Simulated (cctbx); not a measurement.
# Diagnosing a refinement

Cell a = 6.6850 Å, b = 6.6850 Å, c = 36.2790 Å, α = 90.00°, β = 90.00°, γ = 120.00°; space group R-3c (no. 167). The compound is Ag5S6Br.

Simulated single-crystal data (cctbx): Cu Kα, λ = 1.54184 Å, to d = 0.83 Å, 80 % of the full sphere, strongest reflection 70000 counts, noise from counting, a 4 % proportional error and a noise floor of 15 counts (s.d.); no absorption.

An anisotropic refinement with weights 1/σ² prints:

```text
Rint 0.032, 287 unique reflections to 0.83 A
cycle     R1     wR2    GooF  max shift (A)
   1  0.3611  0.6969  34.195   0.02973
   2  0.3245  0.6243  30.633   0.00012
final R1 0.3244 wR2 0.6243 GooF 30.633  parameters 10  data/parameter 28.7
atom        x        y        z      Ueq    occ   su(xyz)  su(Uiso or U11)
Ag1    0.31075  0.31075  0.25000   0.0071  1.000  0.00109  0.0039
Ag2    0.66667  0.33333  0.48852   0.0060  1.000  0.00024  0.0045  NPD
Br1    0.66667  0.33333  0.33333   0.0068  1.000  0.00000  0.0057  NPD
difference map: max 53.29 min -10.43 rms 4.98
Q1    0.0000  0.2935  0.7500   18   54.67  0.12 A from Ag1
Q2    0.0298  0.2779  0.9667   36   48.78  2.14 A from Br1
Q3    0.0000  0.0000  0.1544   12   44.29  0.03 A from Ag2
Q4    0.0000  0.0000  0.0000    6   28.93  0.00 A from Br1
Q5    0.0000  0.5000  0.0000   18    6.59  1.97 A from Ag2
Q6    0.0000  0.0000  0.0620   12    5.47  2.25 A from Br1
```

**Question.** Can this result stand? If not, what is the likely fault?

Mend it. The fault: an atom left out, S at (0.9454, 0.5805, 0.3667). Against the right model at the same level, R1 goes from 0.0086 to 0.3244 and GooF from 0.94 to 30.63, U of Ag2 shrinks from 0.0228 to 0.0060 Å², the top difference peak, 54.7 e/Å³, lies on Ag1 and Ag2 and Br1 go non-positive-definite. Q2 is the missing atom. With scattering power missing, scale and phases suffer, so peaks may also grow on the heavy atoms.

The compound is Ag5S6Br. The right model at the same level gives:

```text
Rint 0.032, 287 unique reflections to 0.83 A
cycle     R1     wR2    GooF  max shift (A)
   1  0.0261  0.0758   3.781   0.00404
   2  0.0086  0.0188   0.938   0.00009
final R1 0.0086 wR2 0.0188 GooF 0.938  parameters 19  data/parameter 15.1
atom        x        y        z      Ueq    occ   su(xyz)  su(Uiso or U11)
Ag1    0.30628  0.30628  0.25000   0.0169  1.000  0.00003  0.0001
Ag2    0.66667  0.33333  0.48817   0.0228  1.000  0.00001  0.0001
Br1    0.66667  0.33333  0.33333   0.0200  1.000  0.00000  0.0002
S1     0.94543  0.58041  0.36670   0.0266  1.000  0.00010  0.0003
difference map: max 0.62 min -0.25 rms 0.09
Q1    0.0000  0.0000  0.1334   12    0.62  0.78 A from Ag2
Q2    0.0232  0.3629  0.0530   36    0.35  1.14 A from Ag1
Q3    0.0000  0.0000  0.0225   12    0.35  0.82 A from Br1
Q4    0.0000  0.0000  0.2038   12    0.35  1.78 A from Ag2
Q5    0.9972  0.1024  0.0760   36    0.27  1.65 A from Ag1
Q6    0.0000  0.0000  0.0000    6    0.25  0.00 A from Br1
```

Isotropic U is held between 0.0001 and 1 Å² by the program, and listed peak heights are interpolated, so they can pass the grid's maximum.

The model was made for the exercise: a known structure type with other elements put in, its volume estimated, not relaxed; displacement parameters are assumed.

[Middle refinement cycles are left out of these outputs.]

[Logs are printed without paths, hosts, clocks, repeated set-up lines and the standing remarks that a program may print on its own settings, such as how far it seeks lower states.]
